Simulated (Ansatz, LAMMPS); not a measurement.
**A faulty run on liquid acetonitrile at 298 K (114 atoms)**

Program: Ansatz 0.2.0. The cell: 38 C, 19 N and 57 H.

Contents of input.yaml:

```yaml
crystal:
  lattice:
    - [11.83169, 0.0, 0.0]
    - [0.0, 11.83169, 0.0]
    - [0.0, 0.0, 11.83169]
  atoms:
    - { symbol: C, position: [0.58114, 0.43881, 0.46577], spin: 2.0 }
    - { symbol: C, position: [0.67072, 0.35255, 0.46989] }
    - { symbol: "N", position: [0.7497, 0.29358, 0.47565] }
    - { symbol: H, position: [0.62218, 0.52222, 0.47008] }
    - { symbol: H, position: [0.52825, 0.43301, 0.5441] }
    - { symbol: H, position: [0.51974, 0.41927, 0.39999] }
    - { symbol: C, position: [0.48617, 0.60646, 0.90068] }
    - { symbol: C, position: [0.49713, 0.54371, 0.79764] }
    - { symbol: "N", position: [0.49438, 0.49686, 0.713] }
    - { symbol: H, position: [0.5699, 0.60716, 0.94887] }
    - { symbol: H, position: [0.41585, 0.57381, 0.94558] }
    - { symbol: H, position: [0.47386, 0.69453, 0.88043] }
    - { symbol: C, position: [0.56683, 0.2949, 0.07408] }
    - { symbol: C, position: [0.45039, 0.27293, 0.05624] }
    - { symbol: "N", position: [0.35376, 0.26536, 0.04907] }
    - { symbol: H, position: [0.59068, 0.24674, 0.15097] }
    - { symbol: H, position: [0.59625, 0.38101, 0.07231] }
    - { symbol: H, position: [0.6093, 0.24453, 0.0031] }
    [... 90 atom lines left out ...]
    - { symbol: C, position: [0.46085, 0.97239, 0.07338] }
    - { symbol: C, position: [0.57461, 0.92265, 0.08891] }
    - { symbol: "N", position: [0.65953, 0.88397, 0.12288] }
    - { symbol: H, position: [0.40111, 0.90519, 0.04696] }
    - { symbol: H, position: [0.45305, 0.03803, 0.00904] }
    - { symbol: H, position: [0.43541, 0.02112, 0.15296] }
kpoints:
  mp_grid: { grid: [1, 1, 1] }
hamiltonian:
  xc: pbe
  dispersion: d4
scf:
  occupations: { method: fixed }
  max_iter: 100
output:
  forces: true
```

Started as:

```
ansatz run input.yaml --threads 4 --pin off --max-ram 8192MiB --backend cpu --events-out ev --progress --plain --runs-dir out
```

The program printed:

```text
Error: inconsistent input (magnetization.spin_polarized): false but per-atom `spin:`, `per_species`, `initial_magnetization`, `magnetic_field`, or `spin_locking` is set
```

Elapsed: 0.02 s, on 4 threads of Intel Xeon 6975P-C (Granite Rapids), shared host; peak memory 0.044 GiB.

Q: Name the fault and the fix.

A moment without spin polarisation: crystal.atoms[0].spin = 2.0 and starting moments = "other".

The fix is to switch spin polarisation on, or take the moment out.

The program refused it before any cycle.

[Logs are printed without paths, hosts, clocks, repeated set-up lines and the standing remarks that a program may print on its own settings, such as how far it seeks lower states.]

[Hosts, paths, dates, database ids (printed as entryN), source tags and the programs' standing remarks are cut or masked in the printed files.]
